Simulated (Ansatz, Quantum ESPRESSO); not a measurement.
# Lattice dynamics of AlN (P6_3mc) in two programs

Aim: the phonon dispersion of AlN (P6_3mc), checked by a second program.

Program: Quantum ESPRESSO 7.5. Level of theory: DFT LDA, scalar-relativistic, plane waves, PseudoDojo norm-conserving pseudopotentials. Results are calculated unless marked as measured.

**Measured values to reproduce.**

For AlN, wurtzite (literature value), “Electronic structure and chemical bonding anisotropy investigation of wurtzite AlN” (2011, arxiv:1112.6088) quotes earlier work: lattice constant a (a lattice parameter, reported experimental value) 3.111 Å [Literature experimental value cited in the paper's theory part].

For AlN, wurtzite (20 um thick crystal grown on sapphire by vapor phase epitaxy, 300 K), “Bond-bending modes and stability of tetrahedral semiconductors under high pressure: a puzzle of AlN” (2003, arxiv:cond-mat/0301045) gives, by Raman, backscattering, 514.5 nm: Raman mode (E2(low), bond-bending E2^1) 249 cm⁻¹; Raman mode (A1(TO)) 610 cm⁻¹; Raman mode (E2(high), E2^2) 657 cm⁻¹; Raman mode (E1(TO)) 669 cm⁻¹.

This is a report of a sequence of runs, with most program output left out.

The database entry behind the starting cell differs from later determinations by our own check (inner coordinate u about 0.002 short), so it need not match the best structure at ambient conditions.

## 1. Set-up

The structure is hexagonal, space group P6_3mc (No. 186). Conventional cell: a = 3.113 Å, b = 3.113 Å, c = 4.981 Å, α = 90.00°, β = 90.00°, γ = 120.00°. Nearest to Al lie 4 N at 1.89 Å. N has 4 Al at 1.89 Å nearest. Farther neighbours and most contacts between anions are not listed.

Structure file:

```cif
data_structure
_symmetry_space_group_name_H-M 'P 1'
_symmetry_Int_Tables_number 1
_cell_length_a 3.1130
_cell_length_b 3.1130
_cell_length_c 4.9810
_cell_angle_alpha 90.000
_cell_angle_beta 90.000
_cell_angle_gamma 120.000
_cell_volume 41.80
loop_
_atom_site_label
_atom_site_type_symbol
_atom_site_fract_x
_atom_site_fract_y
_atom_site_fract_z
_atom_site_occupancy
Al1 Al 0.33333 0.66667 0.00000 1
Al2 Al 0.66667 0.33333 0.50000 1
N3 N 0.33333 0.66667 0.38000 1
N4 N 0.66667 0.33333 0.88000 1
```

## 2. A probe with smearing

Before anything dear is run, a loose run with smearing shows whether this is a metal and how far the cell is from rest.

The input, probe.in:

```
&control
   calculation = 'scf'
   prefix = 'x'
   outdir = './tmp'
   pseudo_dir = './pseudo'
   tprnfor = .true.
   tstress = .true.
   verbosity = 'high'
/
&system
   ibrav = 0
   nat = 4
   ntyp = 2
   ecutwfc = 84.0
   occupations = 'smearing'
   smearing = 'gaussian'
   degauss = 0.01
/
&electrons
   conv_thr = 1.0d-07
   mixing_beta = 0.7
   electron_maxstep = 100
/
ATOMIC_SPECIES
 Al     26.9815  Al.upf
 N      14.0070  N.upf
CELL_PARAMETERS angstrom
     3.113000000    0.000000000    0.000000000
    -1.556500000    2.695937080    0.000000000
     0.000000000    0.000000000    4.981000000
ATOMIC_POSITIONS crystal
 Al     0.333333330   0.666666670   0.000000000
 Al     0.666666670   0.333333330   0.500000000
 N      0.333333330   0.666666670   0.380000000
 N      0.666666670   0.333333330   0.880000000
K_POINTS automatic
 6 6 4 0 0 0
```

Launch:

```console
$ OMP_NUM_THREADS=1 mpirun -n 8 pw.x -nk 8 -in probe.in > probe.out
```

Wall time 3.4 s (8 MPI ranks of Arm Neoverse V1, shared host).

Numbers from this step:

```
volume per atom   : 10.45 Å³
pressure          : -5.882 GPa
gap on the k-mesh : 4.256 eV
```

A gap of 4.3 eV opens on this mesh, so the crystal is taken as an insulator; the start stands at -5.9 GPa.

## 3. Relaxing the cell and atoms

The relaxation runs at a cutoff a fifth above that of the response, since stress converges more slowly with the basis than frequencies do. Forces and stress are brought to rest with tight thresholds.

The input, relax.in:

```
&control
   calculation = 'vc-relax'
   prefix = 'x'
   outdir = './tmp'
   pseudo_dir = './pseudo'
   tprnfor = .true.
   tstress = .true.
   forc_conv_thr = 2.0d-05
   etot_conv_thr = 1.0d-07
   nstep = 40
/
&system
   ibrav = 0
   nat = 4
   ntyp = 2
   ecutwfc = 101
   occupations = 'fixed'
   nbnd = 10
/
&electrons
   conv_thr = 1.0d-11
   mixing_beta = 0.7
   electron_maxstep = 100
/
&ions
/
&cell
   press_conv_thr = 0.2
/
ATOMIC_SPECIES
 Al     26.9815  Al.upf
 N      14.0070  N.upf
CELL_PARAMETERS angstrom
     3.113000000    0.000000000    0.000000000
    -1.556500000    2.695937080    0.000000000
     0.000000000    0.000000000    4.981000000
ATOMIC_POSITIONS crystal
 Al     0.333333330   0.666666670   0.000000000
 Al     0.666666670   0.333333330   0.500000000
 N      0.333333330   0.666666670   0.380000000
 N      0.666666670   0.333333330   0.880000000
K_POINTS automatic
 9 9 4 0 0 0
```

Launch:

```console
$ OMP_NUM_THREADS=1 mpirun -n 8 pw.x -nk 8 -in relax.in > relax.out
```

Elapsed: 34 s, on 8 MPI ranks; 4.5 min of CPU time.

Relaxation path:

```csv
step,energy less that of the first step (eV),largest force (eV/Å),pressure (GPa),volume (Å³)
1,0.0000,0.1141,-5.86,41.80
2,-0.0238,0.0332,0.13,40.57
3,-0.0239,0.0234,0.00,40.59
4,-0.0240,0.0118,-0.03,40.59
5,-0.0240,0.0000,-0.01,40.58
6,-0.0240,0.0001,0.00,40.58
7,-0.0239,0.0002,0.00,40.58
```

```csv
"conventional cell, symmetrised",before,after,change
a (Å),3.113,3.082,-1.0 %
b (Å),3.113,3.082,-1.0 %
c (Å),4.981,4.933,-1.0 %
volume (Å³/atom),10.45,10.15,-2.9 %
```

Final coordinates:

```cif
data_structure
_symmetry_space_group_name_H-M 'P 1'
_symmetry_Int_Tables_number 1
_cell_length_a 3.0820
_cell_length_b 3.0820
_cell_length_c 4.9333
_cell_angle_alpha 90.000
_cell_angle_beta 90.000
_cell_angle_gamma 120.000
_cell_volume 40.58
loop_
_atom_site_label
_atom_site_type_symbol
_atom_site_fract_x
_atom_site_fract_y
_atom_site_fract_z
_atom_site_occupancy
Al1 Al 0.33333 0.66667 0.99902 1
Al2 Al 0.66667 0.33333 0.49902 1
N3 N 0.33333 0.66667 0.38098 1
N4 N 0.66667 0.33333 0.88098 1
```

The last row of the table of steps is pw.x's closing run on a basis chosen anew for the final cell, so its energy can jump.

Read from the output:

- volume per atom: 10.15 Å³
- pressure: 0.002333 GPa
- gap on the k-mesh: 4.493 eV

The volume changes by -2.9 % from the cell with which this run began.

## 4. Ground state

The response is built on this ground state, so it is converged far tighter than an energy would need. With a gap, occupations are fixed, which also allows the response to an electric field.

The input, scf.in:

```
&control
   calculation = 'scf'
   prefix = 'x'
   outdir = './tmp'
   pseudo_dir = './pseudo'
   tprnfor = .true.
   tstress = .true.
/
&system
   ibrav = 0
   nat = 4
   ntyp = 2
   ecutwfc = 84.0
   occupations = 'fixed'
   nbnd = 10
/
&electrons
   conv_thr = 1.0d-12
   mixing_beta = 0.7
   electron_maxstep = 100
/
ATOMIC_SPECIES
 Al     26.9815  Al.upf
 N      14.0070  N.upf
CELL_PARAMETERS angstrom
     3.082034365    0.000000000    0.000000000
    -1.541017182    2.669120055    0.000000000
     0.000000000    0.000000000    4.933280556
ATOMIC_POSITIONS crystal
 Al     0.333333333   0.666666667  -0.000976054
 Al     0.666666667   0.333333333   0.499023946
 N      0.333333333   0.666666667   0.380976054
 N      0.666666667   0.333333333   0.880976054
K_POINTS automatic
 9 9 4 0 0 0
```

Launch:

```console
$ OMP_NUM_THREADS=1 mpirun -n 8 pw.x -nk 8 -in scf.in > scf.out
```

Wall time 6.4 s (8 MPI ranks).

Read from the output:

```
pressure : 0.01267 GPa
```

The cell stands at 0.013 GPa, close enough for phonons.

## 5. Phonons on a q mesh

Linear response treats each wavevector in the unit cell, with no supercell; the 3×3×2 mesh fixes the range of the force constants to be had.

The input, ph.in:

```
phonons
&inputph
   prefix = 'x'
   outdir = './tmp'
   fildyn = 'x.dyn'
   tr2_ph = 1.0d-18
   epsil = .true.
   ldisp = .true.
   nq1 = 3
   nq2 = 3
   nq3 = 2
/
```

Launch:

```console
$ OMP_NUM_THREADS=1 mpirun -n 8 ph.x -nk 8 -in ph.in > ph.out
```

Run time: 31 min. Hardware: 8 MPI ranks.

Numbers from this step:

| Item | Value |
| --- | --- |
| miss of the charge sum rule | 0.002640 e |
| largest acoustic frequency at the zone centre before the sum rule | -2.06 cm⁻¹ |
| highest optical zone-centre mode (no LO-TO term) | 735.9 cm⁻¹ |
| lowest optical zone-centre mode | 241.6 cm⁻¹ |
| mean high-frequency dielectric constant | 4.419 |
| largest Born charge in size (third of the trace) | 2.562 e |
| lowest mode on the q mesh (acoustic ones at the zone centre apart) | 176.3 cm⁻¹ |

Frequencies (cm⁻¹) at each irreducible wavevector; negative means imaginary. Frequencies by wavevector:

```csv
q (fractions),star,mode 1,mode 2,mode 3,mode 4,mode 10,mode 11,mode 12
0 0 0,1,-2.06,-2.06,-2.05,241.6,683.5,683.5,735.9
0 0 -0.5,1,176.3,176.3,176.3,176.3,677.1,838.2,838.2
0 0.3333 0,6,199.9,240.6,325.9,402.9,687.7,735.4,833.9
0 0.3333 -0.5,6,275.9,275.9,277.7,277.7,680.1,792.2,792.2
0.3333 0.3333 0,2,360.6,360.6,368,460.4,708.7,717.2,748.6
0.3333 0.3333 -0.5,2,249.3,249.3,422.8,422.8,706.3,734.5,734.5
```

Born charge (rows field, columns displacement), before the sum rule (e), principal values of the symmetric part by kind of site:

```csv
atom,atoms with these values,low,middle,high,mean
Al1,2,2.51,2.51,2.67,2.56
N3,2,-2.67,-2.51,-2.51,-2.56
```

In full for N3:

```
-2.51  0.00  0.00
 0.00 -2.51  0.00
 0.00  0.00 -2.67
```

High-frequency dielectric tensor:

```
4.35 0.00 0.00
0.00 4.35 0.00
0.00 0.00 4.56
```

The acoustic modes at Γ come out as far as 2.1 cm⁻¹ from zero, where they should vanish, a small numerical error; the Born charges miss their sum rule by 0.0026 e, which is good.

## 6. Force constants in real space

The dynamical matrices of the mesh are Fourier-transformed to force constants in real space, after the long-range dipole part is taken out.

The input, q2r.in:

```
&input
   fildyn = 'x.dyn'
   zasr = 'crystal'
   flfrc = 'x.fc'
/
```

Launch:

```console
$ q2r.x < q2r.in > q2r.out
```

It took 0.47 s on 1 thread.

## 7. Interpolated phonon bands

From the force constants any wavevector is cheap; points of the mesh come back as solved, but for the sum rule and, in polar crystals, the LO-TO term at Γ; the rest is interpolation.

The input, matdyn.in:

```
&input
   asr = 'crystal'
   flfrc = 'x.fc'
   flfrq = 'x.freq'
   flvec = 'x.modes'
   q_in_band_form = .true.
   q_in_cryst_coord = .true.
/
12
  0.0000000   0.0000000   0.0000000  12  ! GAMMA
  0.5000000   0.0000000   0.0000000  12  ! M
  0.3333333   0.3333333   0.0000000  12  ! K
  0.0000000   0.0000000   0.0000000  12  ! GAMMA
  0.0000000   0.0000000   0.5000000  12  ! A
  0.5000000   0.0000000   0.5000000  12  ! L
  0.3333333   0.3333333   0.5000000  12  ! H
  0.0000000   0.0000000   0.5000000   1  ! A
  0.5000000   0.0000000   0.5000000  12  ! L
  0.5000000   0.0000000   0.0000000   1  ! M
  0.3333333   0.3333333   0.5000000  12  ! H
  0.3333333   0.3333333   0.0000000   1  ! K
```

Launch:

```console
$ matdyn.x -in matdyn.in > matdyn.out
```

The job ended after 0.56 s (1 thread).

Read from the output:

```yaml
lowest_frequency_on_the_path: 0 cm⁻¹
```

Matdyn.x, sum rule crystal. The phonon branches at the labelled points (cm⁻¹):

```csv
point,branch 1,branch 2,branch 3,branch 4,branch 9,branch 10,branch 11,branch 12
Γ,0,0,0,242,673,684,736,921
halfway,165,185,294,316,684,687,733,869
M,227,308,362,406,687,690,749,764
halfway,292,323,389,412,688,702,737,756
K,361,361,368,460,709,709,717,749
halfway,211,216,330,338,688,688,732,850
Γ,0,0,0,242,673,684,736,921
halfway,97,97,184,225,682,682,777,881
A,176,176,176,176,677,677,838,838
halfway,249,249,273,273,679,679,814,814
L,277,277,303,303,685,685,746,746
halfway,258,258,365,365,702,702,739,739
H,249,249,423,423,706,706,734,734
halfway,264,264,291,291,686,686,803,803
A,176,176,176,176,677,677,838,838
jump to L,277,277,303,303,685,685,746,746
halfway,252,282,342,346,688,689,746,757
M,227,308,362,406,687,690,749,764
jump to H,249,249,423,423,706,706,734,734
halfway,298,298,386,451,709,709,723,745
K,361,361,368,460,709,709,717,749
```

All branches are real along the path.

## 8. Sums over the zone

Sums over the zone need many more wavevectors than were solved, so the interpolation is sampled on a dense mesh.

The input, matdyn.in:

```
&input
   asr = 'crystal'
   flfrc = 'x.fc'
   dos = .true.
   fldos = 'x.dos'
   nk1 = 17
   nk2 = 17
   nk3 = 9
   deltaE = 1.0
/
```

Launch:

```console
$ matdyn.x -in matdyn.in > matdyn.out
```

Elapsed: 23 s, on 1 thread.

Numbers from this step:

```
share of modes beyond 3i cm⁻¹ on the dense interpolated mesh : 0
zero-point energy per atom                                   : 98.69 meV
heat capacity at 300 K                                       : 14.95 J/(mol atoms K)
vibrational entropy at 300 K                                 : 10.13 J/(mol atoms K)
```

The phonon density of states has structure finer than the step of the table below, so its rows give means over 20 cm⁻¹, whole bins alone (the curve runs from 0 to 918 cm⁻¹). Peaks (cm⁻¹: height): total 252.0: 0.0306, 678.0: 0.108, 738.0: 0.0385; Al 252.0: 0.0223, 504.0: 0.0166, 648.0: 0.0120, 678.0: 0.0282, 738.0: 0.00347; N 684.0: 0.0810, 738.0: 0.0350.

Tetrahedra. The phonon density of states by wavenumber; means over each step; values in 1/cm⁻¹/cell:

```csv
wavenumber (cm⁻¹),total,Al,N
20,3.6e-5,2.4e-5,1.2e-5
40,1.6e-4,1.1e-4,5.4e-5
60,4.7e-4,3.1e-4,1.5e-4
80,8.7e-4,5.8e-4,2.9e-4
100,0.00143,9.5e-4,4.8e-4
120,0.00211,0.00141,7.0e-4
140,0.00302,0.00204,9.8e-4
160,0.00427,0.00290,0.00137
180,0.00576,0.00395,0.00181
200,0.00805,0.00559,0.00246
220,0.0117,0.00827,0.00344
240,0.0200,0.0144,0.00558
260,0.0260,0.0191,0.00695
280,0.0230,0.0171,0.00584
300,0.0203,0.0154,0.00489
320,0.0192,0.0147,0.00445
340,0.0175,0.0137,0.00383
360,0.0171,0.0136,0.00347
380,0.0151,0.0122,0.00286
400,0.0132,0.0108,0.00241
420,0.0105,0.00856,0.00193
440,0.00730,0.00566,0.00163
460,0.00683,0.00514,0.00170
480,0.00894,0.00697,0.00197
500,0.0147,0.0126,0.00215
520,0.0167,0.0150,0.00173
540,0.0153,0.0140,0.00125
560,0.00934,0.00867,6.6e-4
580,8.6e-4,7.9e-4,6.8e-5
600,0,0,0
620,6.3e-4,2.0e-4,4.3e-4
640,0.0199,0.00556,0.0143
660,0.0403,0.0100,0.0303
680,0.0917,0.0229,0.0688
700,0.0443,0.00896,0.0353
720,0.00886,0.00109,0.00777
740,0.0297,0.00270,0.0270
760,0.0191,0.00225,0.0169
780,0.0124,0.00226,0.0102
800,0.00947,0.00220,0.00727
820,0.00739,0.00198,0.00541
840,0.00609,0.00180,0.00429
860,0.00479,0.00150,0.00329
880,0.00330,0.00108,0.00222
900,0.00179,6.0e-4,0.00119
```

Harmonic thermodynamic functions per atom, summed over the density of states scaled to three modes an atom; melting is ignored. Thermodynamic functions:

```csv
T (K),F_vib (meV/atom),S (J/mol-atom/K),C_V (J/mol-atom/K)
0,98.69,0,0
50,98.68,0.12,0.418
100,98.41,1.079,2.919
200,95.34,5.15,9.609
300,87.44,10.13,14.95
400,74.42,14.93,18.28
500,56.67,19.24,20.28
600,34.71,23.06,21.54
700,9.02,26.44,22.36
800,-19.98,29.47,22.93
900,-51.96,32.19,23.33
1000,-86.63,34.67,23.62
```

At 300 K the heat capacity has reached 60 % of the Dulong-Petit value.

## 9. Modes with the sum rule

A rigid shift of the crystal must cost nothing, but grids and finite bases break this; the acoustic sum rule is imposed before the matrix is diagonalised again. With Born charges the intensities follow, and the static dielectric tensor.

The input, dynmat.in:

```
&input
   fildyn = 'x.dyn1'
   asr = 'crystal'
   fileig = 'dynmat.eig'
   lperm = .true.
/
```

Launch:

```console
$ dynmat.x -in dynmat.in > dynmat.out
```

The job ended after 0.45 s (1 thread).

Numbers from this step:

```
mean static dielectric constant : 8.378
```

Unit eigenvectors of the mass-weighted matrix after the sum rule; no LO-TO term. Modes at Γ, with each element's share of the kinetic energy:

```csv
mode,frequency (cm⁻¹),symmetry,Al %,N %
1,0.0,acoustic,66,34
2,0.0,acoustic,66,34
3,0.0,acoustic,66,34
4,241.6,E2,71,29
5,241.6,E2,71,29
6,554.9,B1,100,0
7,625.4,A1,34,66
8,672.8,E2,29,71
9,672.8,E2,29,71
10,683.5,E1,34,66
11,683.5,E1,34,66
12,735.9,B1,0,100
```

Displacements in mode 4 (241.6 cm⁻¹), the largest set to 1:
```
Al1 -0.99  1.00  0.00
Al2  0.99 -1.00  0.00
N3   0.88 -0.89  0.00
N4  -0.88  0.89  0.00
```

Displacements in mode 7 (625.4 cm⁻¹), the largest set to 1:
```
Al1  0.00  0.00 -0.52
Al2  0.00  0.00 -0.52
N3   0.00  0.00  1.00
N4   0.00  0.00  1.00
```

Degenerate modes summed, no LO-TO term. Infrared lines, with heights relative to the strongest:

```csv
position (cm⁻¹),lines merged,label,"IR intensity, relative"
242,2,E2,0.0
555,1,B1,0.0
625,1,A1,57
673,2,E2,0.0
684,2,E1,100
736,1,B1,0.0
```

Static dielectric tensor (ions relaxed, fixed cell):

```
7.89 0.00 0.00
0.00 7.89 0.00
0.00 0.00 9.36
```

The rule moves no optical mode by more than 0.1 cm⁻¹.

## 10. Sum rules set otherwise (asr simple)

The rule can be imposed in more than one way; the choices should agree where the raw error is small.

The input, dynmat.in:

```
&input
   fildyn = 'x.dyn1'
   asr = 'simple'
   fileig = 'dynmat.eig'
   lperm = .true.
/
```

Launch:

```console
$ dynmat.x -in dynmat.in > dynmat.out
```

The job ended after 0.45 s (1 thread).

Numbers from this step:

```yaml
mean_static_dielectric_constant: 8.377
```

Zone-centre frequencies as printed; negative means imaginary. Modes:

```csv
mode,frequency (cm⁻¹)
1,0
2,0
3,0
4,241.6
5,241.6
6,554.9
7,625.4
8,672.9
9,672.9
10,683.5
11,683.5
12,735.9
```

Against the first rule no mode moves by more than 0.1 cm⁻¹.

## 11. Sum rules set otherwise: a sum rule for molecules or wires on a crystal

This rule also removes rotations, which suits molecules and not a crystal; it is tried to see the harm.

The input, dynmat.in:

```
&input
   fildyn = 'x.dyn1'
   asr = 'zero-dim'
   fileig = 'dynmat.eig'
   lperm = .true.
/
```

Launch:

```console
$ dynmat.x -in dynmat.in > dynmat.out
```

The job ended after 0.45 s (1 thread).

The program raised no error, yet the settings are not those of a careful run.

The fault: a sum rule for molecules or wires on a crystal; 3 optical modes are projected out to zero frequency, as if they were rotations, and the static dielectric tensor is spoilt.

For a crystal the rule has to be 'simple' or 'crystal'.

Zone-centre frequencies as printed; negative means imaginary. Modes:

```csv
mode,frequency (cm⁻¹)
1,0
2,0
3,0
4,0
5,0
6,0
7,248.8
8,257.2
9,572.4
10,625.4
11,679.5
12,729.1
```

## 12. The LO-TO splitting (1 0 0)

A longitudinal polar mode sets up a macroscopic field that stiffens it; the term hangs on the direction from which q goes to zero.

The input, dynmat.in:

```
&input
   fildyn = 'x.dyn1'
   asr = 'crystal'
   fileig = 'dynmat.eig'
   q(1) = 1.0
   q(2) = 0.0
   q(3) = 0.0
/
```

Launch:

```console
$ dynmat.x -in dynmat.in > dynmat.out
```

Run time: 0.45 s. Hardware: 1 thread.

Numbers from this step:

```yaml
highest_mode_moved_by_the_lo_to_term: 920.8 cm⁻¹
```

Zone-centre frequencies as printed; negative means imaginary. Modes:

```csv
mode,frequency (cm⁻¹)
1,0
2,0
3,0
4,241.6
5,241.6
6,554.9
7,625.4
8,672.9
9,672.9
10,683.5
11,735.9
12,920.8
```

The field moves one mode, from 684 to 921 cm⁻¹; the others stay.

## 13. The LO-TO splitting (0 0 1)

The input, dynmat.in:

```
&input
   fildyn = 'x.dyn1'
   asr = 'crystal'
   fileig = 'dynmat.eig'
   q(1) = 0.0
   q(2) = 0.0
   q(3) = 1.0
/
```

Launch:

```console
$ dynmat.x -in dynmat.in > dynmat.out
```

Run time: 0.45 s. Hardware: 1 thread.

Numbers from this step:

* highest mode moved by the LO-TO term: 895.5 cm⁻¹

Zone-centre frequencies as printed; negative means imaginary. Modes:

```csv
mode,frequency (cm⁻¹)
1,0
2,0
3,0
4,241.6
5,241.6
6,554.9
7,672.9
8,672.9
9,683.5
10,683.5
11,735.9
12,895.5
```

The field moves one mode, from 625 to 896 cm⁻¹; the others stay.

## 14. The LO-TO splitting (1 1 1)

The input, dynmat.in:

```
&input
   fildyn = 'x.dyn1'
   asr = 'crystal'
   fileig = 'dynmat.eig'
   q(1) = 1.0
   q(2) = 1.0
   q(3) = 1.0
/
```

Launch:

```console
$ dynmat.x -in dynmat.in > dynmat.out
```

Run time: 0.45 s. Hardware: 1 thread.

Read from the output:

* highest mode moved by the LO-TO term: 913.2 cm⁻¹

Zone-centre frequencies as printed; negative means imaginary. Modes:

```csv
mode,frequency (cm⁻¹)
1,0
2,0
3,0
4,241.6
5,241.6
6,554.9
7,644.5
8,672.9
9,672.9
10,683.5
11,735.9
12,913.2
```

The field moves 2 modes; the highest of them now lies at 913 cm⁻¹, where the highest that moved away lay at 684.

## 15. The dispersion under another sum rule (asr all)

The sum rule corrects the force constants themselves, so it can shift branches at any wavevector, low ones most.

The input, matdyn.in:

```
&input
   asr = 'all'
   flfrc = 'x.fc'
   flfrq = 'x.freq'
   flvec = 'x.modes'
   q_in_band_form = .true.
   q_in_cryst_coord = .true.
/
12
  0.0000000   0.0000000   0.0000000   8  ! GAMMA
  0.5000000   0.0000000   0.0000000   8  ! M
  0.3333333   0.3333333   0.0000000   8  ! K
  0.0000000   0.0000000   0.0000000   8  ! GAMMA
  0.0000000   0.0000000   0.5000000   8  ! A
  0.5000000   0.0000000   0.5000000   8  ! L
  0.3333333   0.3333333   0.5000000   8  ! H
  0.0000000   0.0000000   0.5000000   1  ! A
  0.5000000   0.0000000   0.5000000   8  ! L
  0.5000000   0.0000000   0.0000000   1  ! M
  0.3333333   0.3333333   0.5000000   8  ! H
  0.3333333   0.3333333   0.0000000   1  ! K
```

Launch:

```console
$ matdyn.x -in matdyn.in > matdyn.out
```

The job ended after 0.55 s (1 thread).

At the labelled points the branches move by no more than 5.6 cm⁻¹. The log warns that this rule wants the long-range part of the force constants stored apart (write_lr, read_lr) in a polar crystal, which was not done.

(Part 1 of 2 ends here.)

[Host names and launcher messages were left out of these logs when they were recorded.]

[Logs are printed without paths, hosts, clocks, repeated set-up lines and the standing remarks that a program may print on its own settings, such as how far it seeks lower states.]

[Hosts, paths, dates, database ids (printed as entryN), source tags and the programs' standing remarks are cut or masked in the printed files.]
